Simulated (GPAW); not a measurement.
# Al K ELNES/XANES of MgMn2Al2O6 (P1) from DFT, part 3 of 3

What does one-electron theory with a core hole give for the Al K edge of MgMn2Al2O6 (P1)?

GPAW 26.7.0; X-ray absorption from dipole matrix elements to empty bands, plane-wave PAW PBE+U.

So far. Step 4 (Spectrum with FCH, Al atom 3): Main maxima below 24 eV (height): 6.0 eV (2.13) and 14.8 eV (1.16). A K edge sees empty p states on the absorber. Step 4 (Spectrum with FCH, Al atom 3): The hole costs E(hole) − E(ground) = 1551.46 eV, and the lowest empty level of the hole cell on the spectrum's mesh lies at 6.28 eV, which puts the zero at 1557.74 eV. The tabulated edge of the element is 1559 eV. The functional and the charged cell's background leave an error of a few eV in such absolute values.

## 5. Spectrum with FCH, Al atom 4

The holes are 5.0 Å apart. The excited electron is left out and a uniform background balances the charge. After the field has converged, empty bands are computed with the density fixed and the dipole matrix elements are summed.

The absorber has 1 O at 1.77 Å, 1 O at 1.80 Å and 2 O at 1.83 Å (distorted tetrahedral, site symmetry 1).

Contents of xas.py:

```python
import numpy as np
from ase import Atoms
from ase.parallel import parprint, paropen
from gpaw import GPAW, PW, FermiDirac, Mixer, MixerDif, setup_paths
from gpaw.test import gen
setup_paths.insert(0, '.')
gen('Al', name='fch1s', xcname='PBE', corehole=(1, 0, 1), write_xml=True)
from gpaw.mpi import world
world.barrier()

atoms = Atoms('Mn2Al2MgO6',
    cell=[[4.99243128, 0, 0],
     [2.3550023, 5.01509355, 0],
     [2.21448647, 1.17033366, 5.15527012]],
    scaled_positions=[[0.48193835, 0.05173212, 0.88156138],
     [0.26721511, 0.91515347, 0.45638021],
     [0.93525518, 0.47773096, 0.65918138],
     [0.05960184, 0.61880844, 0.10207228],
     [0.64050881, 0.33208084, 0.22930362],
     [0.08639005, 0.26617703, 0.18044793],
     [0.71765355, 0.27478977, 0.88406403],
     [0.32134269, 0.24201619, 0.55576841],
     [0.75687915, 0.70145001, 0.39824055],
     [0.34270998, 0.71408884, 0.12782186],
     [0.97800631, 0.71847334, 0.78904636]],
    magmoms=[4.0, 4.0, 0.0, 0.0, 0.0, 0.0, 0.0, 0.0, 0.0, 0.0, 0.0],
    pbc=True)
atoms.calc = calc = GPAW(legacy_gpaw=True, mode=PW(500, force_complex_dtype=True), xc='PBE', setups={'Mn': ':d,4', 3: 'fch1s'},
    kpts={'size': (3, 3, 3), 'gamma': True}, occupations=FermiDirac(0.02),
    charge=0, mixer=MixerDif(0.05, 8, 50), maxiter=150,
    convergence={'density': 0.0001, 'eigenstates': 1e-6}, txt='scf.txt')
energy = atoms.get_potential_energy() + calc.get_reference_energy()
ef = calc.get_fermi_level()
out = dict(energy=energy, fermi=ef, forces=atoms.get_forces().tolist(), magmoms=atoms.get_magnetic_moments().tolist())
parprint(f'all-electron energy {energy:.4f} eV, Fermi level {ef:.4f} eV')
ev = np.array([[calc.get_eigenvalues(k, s) for k in range(len(calc.get_ibz_k_points()))] for s in range(calc.get_number_of_spins())])
out['homo'], out['lumo'], out['counts'] = ev[ev < ef].max(), ev[ev > ef].min(), sorted(set((ev < ef).sum((0, 2)).tolist()))
out['filled'] = (ev[:, 0] < ef).sum(1).tolist()

from ase.units import Ha
from gpaw.xas import dipole_matrix_elements
nb = int(calc.get_number_of_electrons() / 2) + 90
top, nb = nb, nb + 8 + nb // 12
nscf = calc.fixed_density(kpts={'size': (4, 4, 3), 'gamma': True}, nbands=nb,
    convergence={'bands': top, 'eigenstates': 5e-3}, maxiter=60, txt='nscf.txt')
cell = atoms.cell.array
ops = [cell.T @ U.T @ np.linalg.inv(cell.T) for U in nscf.wfs.kd.symmetry.op_scc]
filled = [46, 36]  # bands filled in the ground state, by spin
E = np.arange(-6, 34, 0.1)
fwhm = np.interp(E, [4, 25], [0.9, 3.5])
Y, X, zero, highest = 0, 0, 1e9, 1e9
for spin in range(nscf.get_number_of_spins()):
    wfs = nscf.wfs
    mine = wfs.bd.get_slice()  # this rank's bands
    A = dipole_matrix_elements(wfs.setups[3])
    eps = np.zeros((wfs.kd.nibzkpts, nb))
    d = np.zeros((3, A.shape[1], wfs.kd.nibzkpts, nb), complex)
    for kpt in wfs.kpt_u:
        if kpt.s == spin and 3 in kpt.P_ani:
            eps[kpt.k, mine] = kpt.eps_n * Ha
            d[:, :, kpt.k, mine] = (kpt.weight * wfs.nspins / 2) ** 0.5 * np.inner(A, kpt.P_ani[3])
    world.sum(eps)
    world.sum(d)
    T = np.einsum('amkn,bmkn->abkn', d, d.conj()).real
    T = sum(np.einsum('ai,ijkn,bj->abkn', R, T, R) for R in ops) / len(ops)
    empty = np.ones_like(eps, bool) & (np.arange(nb) >= filled[spin])
    zero, highest = min(zero, eps[empty].min()), min(highest, eps[:, top - 1].min())
    lines = [(eps, T, empty)] if spin == 0 else lines + [(eps, T, empty)]
for eps, T, empty in lines:
    f = np.einsum('aakn->akn', T).reshape(3, -1)
    x = eps.ravel() - zero
    w = np.interp(x, E, fwhm) / 2.35482
    g = np.exp(-0.5 * ((E[:, None] - x) / w) ** 2) / (w * (2 * np.pi) ** 0.5)
    Y = Y + (f * empty.ravel()) @ g.T
    X = X + (f * ~empty.ravel()) @ g.T
out.update(E=E.round(2).tolist(), xas=Y.tolist(), xes=X.tolist(), zero=zero, valid=highest - zero, nk=len(eps), nb=nb)
for i in range(0, len(E), 10):
    parprint(f'{E[i]:7.2f}', *(f'{v:10.3e}' for v in Y[:, i]))
import json
with paropen('out.json', 'w') as f:
    json.dump(out, f)
```

Launch:

```bash
> OMP_NUM_THREADS=1 mpirun -n 4 gpaw python xas.py
```

Numbers of over 12 decimals in the logs are rounded to 6 here.

The log of the run:

```text
Input parameters:
  convergence: {density: 0.0001,
                eigenstates: 1e-06}
  kpts: {gamma: True,
         size: (3, 3, 3)}
  maxiter: 150
  mixer: {backend: pulay,
          beta: 0.05,
          method: difference,
          nmaxold: 8,
          weight: 50}
  mode: {ecut: 500.0,
         force_complex_dtype: True,
         name: pw}
  occupations: {fixmagmom: False,
                name: fermi-dirac,
[...]
3s:      -0.681863    -0.682021
3p:      -0.434383    -0.434559
*d:                   -0.135907
*f:                   -0.021975
-------------------------------
all-electron energy -92458.3919 eV, Fermi level 5.6773 eV
  -6.00  3.172e-63  3.500e-62  3.725e-62
  -5.00  7.138e-47  7.877e-46  8.383e-46
  -4.00  1.709e-33  1.886e-32  2.007e-32
  -3.00  4.356e-23  4.805e-22  5.114e-22
[...]
32.00  7.821e-06  8.265e-06  6.991e-06
  33.00  8.251e-06  8.691e-06  7.542e-06
[key lines of the parts left out:]
Converged after 16 iterations.
Dipole moment: (-2.502788, 0.510163, -1.856085) |e|*Ang
Free energy:   -108.814757
Fermi level: 5.67727
```

Elapsed: 59 s, on 4 MPI ranks of AMD EPYC 9R45 (Zen 5), shared host; peak memory 0.57 GiB.

The Al K spectrum, Al atom 4, full core hole (charged cell) (energy from the lowest empty level; intensity scaled to a mean of 1 over the first 20 eV; polarised curves are means over the symmetry-equivalent atoms):

```
E (eV)  isotropic  ε ∥ x  ε ∥ y  ε ∥ z
 -2.00       0.00   0.00   0.00   0.00
 -1.25       0.00   0.00   0.00   0.00
 -0.50       0.00   0.00   0.00   0.00
  0.25       0.00   0.00   0.00   0.00
  1.00       0.03   0.02   0.04   0.03
  1.75       0.14   0.09   0.19   0.14
  2.50       0.47   0.46   0.59   0.34
  3.25       1.03   1.19   1.42   0.50
  4.00       1.75   1.88   2.44   0.91
  4.75       1.50   1.49   1.92   1.09
  5.50       1.54   1.50   1.65   1.47
  6.25       1.48   1.11   1.37   1.96
  7.00       1.24   0.75   0.96   2.00
  7.75       0.94   0.53   0.75   1.55
  8.50       0.79   0.60   0.60   1.16
  9.25       0.80   0.75   0.56   1.08
 10.00       0.88   0.90   0.66   1.06
 10.75       1.01   1.13   0.82   1.07
 11.50       1.10   1.30   0.93   1.07
 12.25       1.18   1.41   1.02   1.11
 13.00       1.24   1.43   1.10   1.20
 13.75       1.22   1.31   1.14   1.22
 14.50       1.18   1.19   1.14   1.20
 15.25       1.18   1.20   1.12   1.21
 16.00       1.19   1.27   1.08   1.21
 16.75       1.14   1.23   1.02   1.16
 17.50       1.04   1.09   0.95   1.07
 18.25       0.95   0.95   0.90   0.99
 19.00       0.89   0.89   0.88   0.90
 19.75       0.87   0.89   0.90   0.81
 20.50       0.85   0.89   0.91   0.74
 21.25       0.79   0.84   0.87   0.67
 22.00       0.71   0.76   0.78   0.60
 22.75       0.62   0.66   0.67   0.54
 23.50       0.55   0.58   0.60   0.49
 24.25       0.51   0.52   0.57   0.44
 25.00       0.48   0.48   0.56   0.41
 25.75       0.46   0.45   0.55   0.39
 26.50       0.45   0.43   0.53   0.38
 27.25       0.43   0.41   0.50   0.37
 28.00       0.41   0.40   0.47   0.37
 28.75       0.40   0.40   0.45   0.36
 29.50       0.40   0.41   0.44   0.36
 30.25       0.41   0.41   0.44   0.37
 31.00       0.42   0.43   0.46   0.38
 31.75       0.44   0.45   0.48   0.40
```

Main maxima below 24 eV (height): 4.1 eV (1.76), 5.7 eV (1.55) and 13.2 eV (1.24). 

The hole costs E(hole) − E(ground) = 1551.60 eV, and the lowest empty level of the hole cell on the spectrum's mesh lies at 6.17 eV, which puts the zero at 1557.77 eV.

## 6. The sites side by side

```
atom                                                                                            surroundings  onset shift (eV)  energy of the highest intensity below 16 eV
   3  1 O at 1.75 Å, 1 O at 1.81 Å, 1 O at 1.83 Å and 1 O at 1.85 Å (distorted tetrahedral, site symmetry 1)             +0.00                                          6.0
   4                 1 O at 1.77 Å, 1 O at 1.80 Å and 2 O at 1.83 Å (distorted tetrahedral, site symmetry 1)             +0.03                                          4.1
```

On one energy scale, from the first site's zero:

```
E (eV)  atom 3  atom 4
  -2.0    0.00    0.00
  -1.0    0.00    0.00
   0.0    0.00    0.00
   1.0    0.01    0.03
   2.0    0.11    0.22
   3.0    0.61    0.75
   4.0    1.23    1.73
   5.0    1.74    1.47
   6.0    2.13    1.53
   7.0    1.71    1.25
   8.0    1.09    0.87
   9.0    0.78    0.79
  10.0    0.82    0.87
  11.0    0.92    1.04
  12.0    0.90    1.15
  13.0    0.94    1.24
  14.0    1.11    1.21
  15.0    1.16    1.17
  16.0    1.09    1.19
  17.0    1.02    1.11
  18.0    1.01    0.98
  19.0    1.03    0.89
  20.0    1.02    0.86
  21.0    0.94    0.82
  22.0    0.81    0.72
  23.0    0.68    0.60
  24.0    0.58    0.52
  25.0    0.52    0.48
  26.0    0.47    0.46
  27.0    0.44    0.43
  28.0    0.41    0.41
  29.0    0.40    0.40
  30.0    0.41    0.40
  31.0    0.42    0.42
  32.0    0.44    0.45
```

## 7. Results

| Item | Value |
| --- | --- |
| absorber and edge | Al K, atom 3 of the ground-state input (counted from 1) |
| surroundings | 1 O at 1.75 Å, 1 O at 1.81 Å, 1 O at 1.83 Å and 1 O at 1.85 Å (distorted tetrahedral, site symmetry 1) |
| highest intensity below 16 eV | 6.0 eV above the zero, height 2.13 |
| photon energy of the zero (spin-polarised hole, raw) | 1557.7 eV (uncertain by a few eV) |

In words: The Al K edge of atom 3, with 1 O at 1.75 Å, 1 O at 1.81 Å, 1 O at 1.83 Å and 1 O at 1.85 Å (distorted tetrahedral, site symmetry 1), has its highest intensity of the first 16 eV at 6.0 eV above the zero, near 1564 eV in photon energy (uncertain by a few eV), 2.1 times the mean level of the first 20 eV (Gaussian full width 0.9 eV up to 4 eV, rising linearly to 3.5 eV at 25 eV). The Al K spectra of the 2 sites differ in shape by up to 17 % r.m.s. after the best shift, and their zeros spread over 0.03 eV. At the Al K edge of atom 3 polarisation matters most near 7.2 eV, where the curves differ by 1.4 on this scale. The hole lies in one spin channel, while the script sums the empty states of both and takes the lower zero; where the two channels are split, this blurs and shifts the curve. The spins start ferromagnetically in a simple order, which needn't be the measured one; gap and edge can depend on it. The holes are only 5.0 Å apart, so the shape is probably not converged with cell size; no larger cell was run here. The mesh is coarse (0.41 Å⁻¹ between points), so small maxima may be mesh ripples. The structure is a computed Materials Project entry and may be a hypothetical form.

[Banner, clock and machine lines of the logs are left out without a mark of their own.]

[Logs are printed without paths, hosts, clocks, repeated set-up lines and the standing remarks that a program may print on its own settings, such as how far it seeks lower states.]

[Hosts, paths, dates, database ids (printed as entryN), source tags and the programs' standing remarks are cut or masked in the printed files.]

[Lists of maxima count a maximum above −3 eV only where it reaches 4 % of the highest in the window and stands out from its surroundings by 2 % of it (1.5 % where it reaches 55 %); shoulders and weaker maxima are passed over, and of the rest the first, up to two pre-edge ones and the few strongest are named.]
